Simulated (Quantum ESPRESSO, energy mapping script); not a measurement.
# NiO: J from the energies of magnetic orders, part 3 of 3

How strongly do the moments of NiO couple under PBE+U (3 eV), QE, GBRV? The plan is to run several orders and fit a Heisenberg model.

PBE with U = 3 eV on Ni d, ortho-atomic projectors; plane waves, U on orthogonalised atomic orbitals unless named otherwise, collinear spin, no spin–orbit coupling.

So far. Step 9 (Run 8 (uncompensated ++−; cell D, 6 atoms)): The run ends ferrimagnetic, 35.88 meV a magnetic atom below the parallel order of its cell. Step 10 (Parallel start in cell E (6 atoms)): The run ends ferromagnetic. For each magnetic atom its energy differs from the parallel run of the first cell by -0.49 meV, an error that one common reference would have brought in.

## 11. Uncompensated ++− start in cell E (6 atoms)

Level of this step: PBE with U = 3 eV on Ni d, ortho-atomic projectors, GBRV potentials (Quantum ESPRESSO).

This order reverses 6.67 of the 12 neighbours at 2.95 Å, 2.67 of the 6 neighbours at 4.17 Å and 8 of the 24 neighbours at 5.11 Å, counted for an average magnetic atom.

Input file pw.in:

```
&control
  calculation = 'scf'
  prefix = 'pw'
  outdir = './tmp/'
  pseudo_dir = './pseudo/'
  verbosity = 'low'
/
&system
  ibrav = 0
  nat = 6
  ntyp = 3
  ecutwfc = 45
  ecutrho = 360
  nbnd = 53
  occupations = 'smearing'
  smearing = 'fd'
  degauss = 0.00367493
  nspin = 2
  starting_magnetization(1) = 0.1111
  starting_magnetization(2) = -0.1111
/
&electrons
  conv_thr = 1.5e-08
  electron_maxstep = 120
  mixing_beta = 0.3
  mixing_mode = 'plain'
/
ATOMIC_SPECIES
  Ni1 58.6934 Ni.upf
  Ni2 58.6934 Ni.upf
  O 15.9990 O.upf
CELL_PARAMETERS angstrom
  0.00000000 -2.08590164 -2.08590164
  -4.17180328 0.00000000 0.00000000
  2.08590164 4.17180328 -2.08590164
ATOMIC_POSITIONS crystal
  Ni1 0.66666667 0.66666667 0.33333333
  Ni1 0.33333333 0.33333333 0.66666667
  Ni2 0.00000000 0.00000000 0.00000000
  O 0.66666667 0.16666667 0.33333333
  O 0.33333333 0.83333333 0.66666667
  O 0.00000000 0.50000000 0.00000000
K_POINTS automatic
  8 8 8 0 0 0
HUBBARD {ortho-atomic}
U Ni1-3d 3
U Ni2-3d 3
```

Command:

```console
OMP_NUM_THREADS=1 mpirun -n 4 pw.x -nk 4 -in pw.in > pw.out
```

The program printed:

```text
[banner, memory and clock lines left out]
Program PWSCF v.7.5 starts
[...]
unit-cell volume          =     367.4763 (a.u.)^3
     number of atoms/cell      =            6
[...]
number of electrons       =        72.00
     number of Kohn-Sham states=           53
     kinetic-energy cutoff     =      45.0000  Ry
     charge density cutoff     =     360.0000  Ry
[...]
The total energy is F=E-TS. E is the sum of the following terms:
     one-electron contribution =    -648.38847511 Ry
     hartree contribution      =     368.40227942 Ry
     xc contribution           =    -128.84833209 Ry
     ewald contribution        =    -717.66992300 Ry
     Hubbard energy            =       0.12582855 Ry
     total magnetization       =     2.00 Bohr mag/cell
     absolute magnetization    =     5.41 Bohr mag/cell
     convergence has been achieved in  16 iterations
[key lines of the parts left out:]
!    total energy              =   -1126.37862223 Ry
the Fermi energy is    14.4058 ev
```

Wall time 2.7 min (4 MPI ranks of Arm Neoverse V1, shared host); peak memory 0.79 GiB; 11 min of CPU time.

The run ends ferrimagnetic, 79.48 meV a magnetic atom below the parallel order of its cell.

## 12. The fit

Each energy difference is a sum of couplings weighted by the pairs that the order reverses. A few near shells are fitted to the differences by least squares. Energies are those extrapolated to zero occupation width, not the free energies F.

Energies from the parallel order of the same cell:

| order | atoms | energy (meV a magnetic atom) | moments (μB) | moments kept as typed | opposed neighbours at 2.95, 4.17, 5.11 Å |
| --- | --- | --- | --- | --- | --- |
| parallel in cell A | 4 | 0.00 | 1.66 | yes | 0, 0, 0 |
| compensated +− in cell A | 4 | 20.82 | 1.67 | yes | 8, 0, 16 |
| parallel in cell B | 4 | 0.00 | 1.66 | yes | 0, 0, 0 |
| compensated +− in cell B | 4 | -177.89 | 1.56 | yes | 6, 6, 12 |
| parallel in cell C | 6 | 0.00 | 1.66 | yes | 0, 0, 0 |
| uncompensated ++− in cell C | 6 | -125.69 | 1.55 to 1.61 | yes | 4, 4, 12 |
| parallel in cell D | 6 | 0.00 | 1.66 | yes | 0, 0, 0 |
| uncompensated ++− in cell D | 6 | -35.88 | 1.63 to 1.65 | yes | 5.33, 1.33, 16 |
| parallel in cell E | 6 | 0.00 | 1.66 | yes | 0, 0, 0 |
| uncompensated ++− in cell E | 6 | -79.48 | 1.59 to 1.63 | yes | 6.67, 2.67, 8 |

Couplings from the energies, with E = −Σ J e·e over ordered pairs:

| pair | distance (Å) | neighbours | J (meV) |
| --- | --- | --- | --- |
| Ni–Ni | 2.95 | 12 | 1.22 |
| Ni–Ni | 4.17 | 6 | -16.2 |
| Ni–Ni | 5.11 | 24 | 0.0529 |
| Ni–Ni | 5.90 | 12 | -0.767 |

These orders cannot tell some unfitted shells from fitted ones: the value at 2.95 Å holds J(2.95) + 4 J(7.80) + J(8.85), the value at 5.11 Å holds J(5.11) + J(8.85) and the value at 5.90 Å holds J(5.90) − J(8.85); other unfitted shells add to the values wholly or in part.

Adding the shell at 6.60 Å gives 1.3, -16, 0.071, -0.79 and -0.084 meV and a mean-field temperature of 675 K, an exact solve that tests nothing.

In mean field these couplings order at 680 K, at q = (0.50, 0.50, 0.50) in fractions of the conventional cell's reciprocal vectors, and give a Curie–Weiss temperature of -700 K.

## 13. Finite temperature

Mean field ignores fluctuations and overstates the ordering temperature, so the model is also sampled. The heat capacity peaks where order sets in.

Classical unit spins with these couplings on 8×8×4 copies of a cell that holds the lowest order (512 spins), heat-bath sweeps, cooled from random directions, 831 sweeps to settle and 2493 measured at each temperature, averaged over 4 runs.

| T (K) | order along the lowest pattern | net moment | heat capacity (k_B a spin) |
| --- | --- | --- | --- |
| 81.7 | 0.39 | 0.01 | 0.99 |
| 140 | 0.43 | 0.01 | 1.03 |
| 227 | 0.36 | 0.01 | 1.16 |
| 285 | 0.36 | 0.02 | 1.30 |
| 343 | 0.36 | 0.02 | 1.35 |
| 430 | 0.27 | 0.02 | 1.84 |
| 459 | 0.24 | 0.02 | 1.90 |
| 488 | 0.21 | 0.02 | 1.77 |
| 546 | 0.15 | 0.02 | 1.08 |
| 604 | 0.11 | 0.03 | 0.60 |
| 690 | 0.09 | 0.03 | 0.39 |
| 748 | 0.08 | 0.03 | 0.28 |

The smoothed heat capacity peaks at 449 K. The order column follows one pattern alone; equivalent domains or another pattern share the rest.

## 14. Comparison

The first set of orders, under PBE+U (6 eV), QE, GBRV, took 41 min of CPU time summed over its finished orders (seed run apart), these 42 min.

| quantity | this set | first set |
| --- | --- | --- |
| J at 2.95 Å, meV | 1.22 | 0.625 |
| J at 4.17 Å, meV | -16.2 | -9.40 |
| J at 5.11 Å, meV | 0.0529 | 0.0256 |
| J at 5.90 Å, meV | -0.767 | -0.344 |
| ordering temperature, mean field, K | 680 | 404 |
| heat-capacity peak, Monte Carlo, K | 449 | 267 |

The coupling that led in the first set goes from -9.40 to -16.2 meV.

## 15. Outcome

```json
{"lowest order tried": "compensated +− in cell B", "largest fitted value (a combination of shells), Ni–Ni at 4.17 Å": "-16.2 meV", "ordering temperature, mean field": "680 K", "heat-capacity peak, Monte Carlo": "449 K"}
```

**Reading.** Of the orders tried, NiO prefers the order “compensated +− in cell B” under PBE+U (3 eV), QE, GBRV, with 6 of 12 neighbours at 2.95 Å, 6 of 6 neighbours at 4.17 Å and 12 of 24 neighbours at 5.11 Å opposed, and the heat capacity of the fitted model peaks near 449 K (Monte Carlo, classical spins). The coupling at 4.17 Å is 1.7 times that of the first set, at 1.0 times the CPU time. The largest fitted coupling is the Ni–Ni pair at 4.17 Å, antiferromagnetic at -16 meV, across a ligand at about 180°. The straight metal–ligand–metal path outweighs the right-angled one, the pattern expected of superexchange through one ligand p orbital, which these runs do not test. The orders also reverse pairs at 6.60 Å, which are not fitted, so the fitted values hold their part too. With 5 differences for 4 couplings the fit misses by 1.0 meV at most, a small part of the spread. In the fitted orders moments change by up to 6.6 % against the parallel run of the same cell, so the mapping is rough. Monte Carlo puts the peak at 0.66 of the mean-field temperature, since mean field leaves out fluctuations. In tests on simple cubic and body-centred models such peaks lay 5 to 6 % under the bulk value. On cooling, the order along the one computed pattern stays at or under 0.45: the model settles in an equivalent domain, a degenerate mixture or another order. The parallel order holds 2 μB a magnetic atom, spin 1; the common factor (S+1)/S would raise the classical 449 K to 898 K, a correction that often overshoots. The classical value and the one scaled by (S+1)/S differ by a factor of 2, so closeness of either to the measured temperature is partly a matter of convention.

Computed beside measured:

| quantity | measured | PBE+U (3 eV), QE, GBRV, Monte Carlo | PBE+U (3 eV), QE, GBRV, Monte Carlo × (S+1)/S |
| --- | --- | --- | --- |
| ordering temperature (spin model) (K) | 525 | 449 (-14.5 %) | 898 (+71.0 %) |

Measured values from arxiv:2004.06613 (2020).

Verdict: For the ordering temperature, of the levels listed nearest comes PBE+U (3 eV), QE, GBRV, Monte Carlo (-14.5 %, fair agreement) and farthest PBE+U (3 eV), QE, GBRV, Monte Carlo × (S+1)/S (+71.0 %, a clear miss). A U picked for its result is no test. No cell relaxation is part of this session.

[Logs and program files are shortened in this print: banners, set-up blocks, solver, clock and traceback lines can be left out without a mark of their own.]

[Logs are printed without paths, hosts, clocks, repeated set-up lines and the standing remarks that a program may print on its own settings, such as how far it seeks lower states.]

[Hosts, paths, dates, database ids (printed as entryN), source tags and the programs' standing remarks are cut or masked in the printed files.]

[Where a cell is said to come from a database of computed structures, the database is the Materials Project.]
